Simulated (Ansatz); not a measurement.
# How fast states decay through RbLi2BiF6, part 3 of 3

Aim: relax a made-up compound, RbLi2BiF6, and see how good a tunnel barrier it would be. It is built by putting Rb for Na, Li for Cs in the Cs2NaBiF6 structure of space group Fm-3m, with the volume rescaled by atomic radii. The parent structure comes from the Materials Project.

Ansatz 0.2.0; r2SCAN DFT, plane waves, PAW files (the session's first sound run).

So far. Step 5 (Decay over the two-dimensional zone): The least value on the mesh is 0.530 Å⁻¹ at +1.74 eV. At that energy the listed points give about 0.530 Å⁻¹ by interpolation, so the mesh holds no clearly slower state. Step 6 (Band edges at another level, cutoff 1250 eV): The searched edges give 3.52 eV, as on the mesh.

The structure was built from a prototype and need not be the compound's stable phase.

**7. Complex bands at another level**

This step: r2SCAN DFT, plane waves, norm-conserving files; complex bands by layer matching along the plane's normal (Ansatz 0.2.0).

The complex bands at that level, over its own gap, at (0, 0) and (-0.5, 0).

input.yaml

```yaml
crystal:
  lattice:
    - [6.843386945, 0.0, 0.0]
    - [3.421693472, 5.926546942, 0.0]
    - [3.421693472, 1.975515647, 5.587602042]
  atoms:
    - { symbol: Li, position: [0.75, 0.75, 0.75] }
    - { symbol: Li, position: [0.25, 0.25, 0.25] }
    - { symbol: Rb, position: [0.5, 0.5, 0.5] }
    - { symbol: Bi, position: [0.0, 0.0, 0.0] }
    - { symbol: F, position: [0.7686981722, 0.2313018278, 0.2313018278] }
    - { symbol: F, position: [0.2313018278, 0.2313018278, 0.7686981722] }
    - { symbol: F, position: [0.2313018278, 0.7686981722, 0.7686981722] }
    - { symbol: F, position: [0.2313018278, 0.7686981722, 0.2313018278] }
    - { symbol: F, position: [0.7686981722, 0.2313018278, 0.7686981722] }
    - { symbol: F, position: [0.7686981722, 0.7686981722, 0.2313018278] }
kpoints:
  mp_grid: { grid: [4, 4, 4] }
scf:
  occupations: { method: fixed }
hamiltonian:
  xc: r2scan
  pseudopotentials: { kind: nc }
output:
  eigenvalues: true
  transmission:
    leads: [[0, 0]]
    kpoints: [[0.0, 0.0], [-0.5, 0.0]]
    e_range: [-1.0, 4.52]
    de: 0.09
```

The run is started by

```console
$ ansatz run input.yaml --threads 2 --pin off --max-ram 4096MiB --backend cpu --events-out ev --progress --plain --runs-dir out
```

Numbers of over 12 decimals in the logs are rounded to 6 here.

The log of the run:

```text
Engine: ansatz 0.2.0, x86_64-unknown-linux-gnu
Pseudopotentials: kind: nc
Pseudopotential: Li, nc, valence charge 3, recommended cutoff 1034.032677 eV (normal), Li.nc.azcp
Pseudopotential: Rb, nc, valence charge 9, recommended cutoff 840 eV (normal), Rb.nc.azcp
Pseudopotential: Bi, nc, valence charge 15, recommended cutoff 1006.821291 eV (normal), Bi.nc.azcp
Pseudopotential: F, nc, valence charge 7, recommended cutoff 1250 eV (normal), F.nc.azcp
Functional definition: r2SCAN
  parameter k0 = 0.174
  parameter k1 = 0.065
  parameter a1 = 4.9479
  exchange = r2scan_x(k0 = k0, k1 = k1, a1 = a1)
  correlation = r2scan_c
Error: memory limit exceeded: the `transmission` phase of `transmission` needs 10.81 GiB against the run's memory maximum of 4.00 GiB; largest carriers: transmission 10.44 GiB, unmodelled-tail allowance 0.30 GiB, source scf tables 0.06 GiB, source scf state 0.01 GiB; the layers of output.transmission grow with the square of the cell's cross-section: a lower cutoff or a narrower output.transmission.e_range takes less, and so, most of all in a narrow cell, does a wider de; where no e_range is typed, a fill by count is planned with a gap of 40 thermal energies
with nothing else changed it takes a maximum of at least 10.82 GiB, with nothing to spare, and 11.90 GiB leaves up to a tenth: --max-ram 11.90GiB where that set the maximum, else more of the term that did, and with no share typed, where 11.90 GiB is over 0.88 of the host's memory or its container's limit, a share of 0.88 or more that holds the maximum too (--max-ram-frac F), where one does; The budget is ten eleventh [...]
`transmission` follows the SCF: where the deck gives it k-points, a mesh or a band count of its own, those are what to reduce (not on a resume, whose deck is fixed)
```

Elapsed: 0.29 s, on 2 threads of Intel Xeon Platinum 8259CL at 2.50GHz (Skylake/Cascade Lake), shared host; peak memory 0.24 GiB.

The input was rejected at the start.

The program's message: “Error: memory limit exceeded: the `transmission` phase of `transmission` needs 10.81 GiB against the run's memory maximum of 4.00 GiB; largest carriers: transmission 10.44 GiB, unmodelled-tail allowan …”

**8. The same cell, other settings: output.transmission.temperature = 150.0**

This step: r2SCAN DFT, plane waves, PAW files; complex bands by layer matching along the plane's normal; changed: output.transmission.temperature = 150.0 (Ansatz 0.2.0).

This run repeats an earlier one, its twin (the complex run, plane (111)), with one setting changed (output.transmission.temperature; files written aside). It is meant to test how the leads' temperature enters. Where the input is shown as a difference, that is against the step before, not the twin.

Changes to input.yaml since step 7:

```diff
@@ -22,3 +22,2 @@
   xc: r2scan
-  pseudopotentials: { kind: nc }
 output:
@@ -28,3 +27,4 @@
     kpoints: [[0.0, 0.0], [-0.5, 0.0]]
-    e_range: [-1.0, 4.52]
+    e_range: [-1.0, 4.48]
     de: 0.09
+    temperature: 150.0
```

The log of the run:

```text
[...]
Crystal: 10 atoms, lattice volume = 226.620 Å³
Basis set: ecut = 500 eV, 5769 PW (Γ), exchange–correlation on 200×200×200 points (64 copies of the dense FFT grid, shifted against one another)
Bands: 46, of which v1, the nominal top of the filled ones, is band 36 counted from 1 (35 counted from 0)
Symmetry: 48 space group operations
[...]
k-points: 8 of 64
[...]
SCF iter   1: F=—  HF=-20963.588056 eV  |F-HF|=—  |Δ(HF+E_count)|=         —  Δρ=8.23e-3  dr2=1.40e-1  dr2_τ=1.81e-1  ethr=1.77e-3  ⟨swp⟩=5.0  Hψ=1358  notcnv=0  defer=61
[...]
SCF iter   7: F=-20963.773574 eV  HF=-20963.773574 eV  |F-HF|=3.20e-8  |Δ(HF+E_count)|=   6.55e-7  Δρ=3.01e-6  dr2=3.27e-8  dr2_τ=2.28e-9  ethr=1.39e-10  ⟨swp⟩=10.9  Hψ=1679  notcnv=0
SCF 1 converged in 7 iterations: F = -20963.773574 eV  dr2 = 3.27e-8
[...]
transmission: 12 of 24 steps passed
transmission: 24 of 24 steps passed
SCF converged after 7 iterations
Free energy (F): -20963.773574 eV
[...]
Internal energy: -20963.773574 eV  (E = F + TS)
E sigma→0 (E₀):  -20963.773574 eV
Fermi energy:    0.943160 eV
[...]
--- Band table (eV; the first three rows and the last of 8) ---
  k-point 0: bands = [... 32 lower, -1.4506, -1.4506, -1.4506, 0.4793, 4.4240, 6.7041, 7.1514, 7.1514, ... 6 higher]
  k-point 1: bands = [... 32 lower, -1.4865, -1.4865, -1.4816, 0.7201, 4.6192, 6.1988, 6.9322, 6.9322, ... 6 higher]
  k-point 2: bands = [... 32 lower, -1.5288, -1.5288, -1.5228, 0.9432, 5.0150, 5.5367, 6.7949, 6.7949, ... 6 higher]
  k-point 7: bands = [... 32 lower, -1.6784, -1.5302, -1.5302, 0.7361, 5.5875, 5.5875, 5.9768, 6.7859, ... 6 higher]
--- Transmission ---
  basis      : 421 plane waves across, 12 finite elements along
  points     : 2, as listed
[...]
channels       : 0.000000e0 a spin
[...]
slowest decay  : 0.5259 /Å at (0.0000, 0.0000)
```

Wall time 3.1 min (2 threads); peak memory 2.2 GiB; 4.9 min of CPU time.

Numbers from this step:

```
free energy       : -20963.7736 eV
Fermi energy      : 0.9432 eV
gap on the k-mesh : 3.481 eV
```

K parallel (0, 0); values up to 1.5 1/Å, a degenerate pair printed once or twice; energies at which all values exceed this have no row. Table of Im kz of the slowest decaying states by energy, zero at the highest filled level on the SCF mesh:

```
energy (eV)  decay 1 (Å⁻¹)  decay 2 (Å⁻¹)  decay 3 (Å⁻¹)  decay 4 (Å⁻¹)
    -1.0000          0.303          0.647          0.829          0.932
    -0.7300          0.233          0.683          0.831          0.978
    -0.4600          0.714          0.830           1.02           1.09
    -0.2800          0.732          0.827           1.05           1.09
    -0.0100          0.756          0.821           1.08           1.08
     0.2600          0.258          0.777          0.811           1.07
     0.5300          0.348          0.795          0.799           1.05
     0.7100          0.389          0.790          0.805           1.05
     0.9800          0.438          0.772          0.818           1.03
     1.2500          0.476          0.751          0.829           1.02
     1.5200          0.507          0.726          0.837           1.01
     1.7900          0.535          0.696          0.843          0.993
     1.9700          0.552          0.672          0.845          0.984
     2.2400          0.578          0.629          0.846          0.969
     2.5100          0.575          0.607          0.844          0.955
     2.7800          0.502          0.642          0.838          0.939
     2.9600          0.440          0.670          0.833          0.928
     3.2300          0.310          0.723          0.821          0.909
     3.5000          0.789          0.806          0.883          0.972
     3.7700          0.786          0.844          0.868          0.929
     4.0400          0.761          0.789          0.883          0.953
     4.2200         0.0856          0.741          0.745          0.851
```

K parallel (-0.5, 0); values up to 1.5 1/Å, a degenerate pair printed once or twice; energies at which all values exceed this have no row. The Im kz of the slowest decaying states by energy, zero at the highest filled level on the SCF mesh:

```
energy (eV)  decay 1 (Å⁻¹)  decay 2 (Å⁻¹)  decay 3 (Å⁻¹)  decay 4 (Å⁻¹)
      -1.00          0.361          0.593          0.641          0.913
      -0.73          0.306          0.620          0.675          0.946
      -0.46          0.189          0.641          0.703          0.970
      -0.19          0.658          0.728          0.987           1.02
      -0.01          0.667          0.742          0.995           1.05
       0.08          0.175          0.672          0.749          0.998
       0.35          0.335          0.683          0.767           1.00
       0.62          0.419          0.692          0.783          0.996
       0.89          0.476          0.702          0.796          0.982
       1.16          0.517          0.714          0.808          0.960
       1.43          0.546          0.739          0.818          0.928
       1.70          0.563          0.794          0.826          0.963
       1.97          0.570          0.758          0.833          0.988
       2.24          0.566          0.727          0.839          0.963
       2.51          0.554          0.698          0.845          0.934
       2.78          0.533          0.667          0.849          0.901
       3.05          0.503          0.633          0.852          0.865
       3.32          0.461          0.594          0.824          0.855
       3.59          0.398          0.548          0.779          0.857
       3.86          0.291          0.494          0.729          0.859
       4.13          0.428          0.672          0.859          0.909
       4.40          0.100          0.344          0.607          0.858
```

The temperature enters the conductance and not T(E) itself. No conductance was computed here for it to change.

**9. What came out**

| Item | Value |
| --- | --- |
| band gap | 3.48 eV |
| least decay constant at mid-gap, normal to (111) | 0.526 Å⁻¹ |
| least decay constant on a mesh, normal to (111) | 0.530 Å⁻¹ |

**Reading.** With r2SCAN, the slowest decay at the wavevectors tried is κ = 0.526 Å⁻¹, normal to (111). Through such a film the transmission near mid-gap falls as exp(−2κd), a factor of ten every 2.2 Å. A free electron under a barrier of half the gap would need a mass of 0.61 mₑ to decay at this rate. The compound is made up by substitution; its stability against other phases and against distortions of the cell's symmetry was not tested. r2SCAN still narrows gaps, if less than LDA and GGA do, while spin-orbit coupling, left out here, narrows them in compounds of heavy elements, so the error in κ can go either way.

[Logs are printed without paths, hosts, clocks, repeated set-up lines and the standing remarks that a program may print on its own settings, such as how far it seeks lower states.]

[Hosts, paths, dates, database ids (printed as entryN), source tags and the programs' standing remarks are cut or masked in the printed files.]
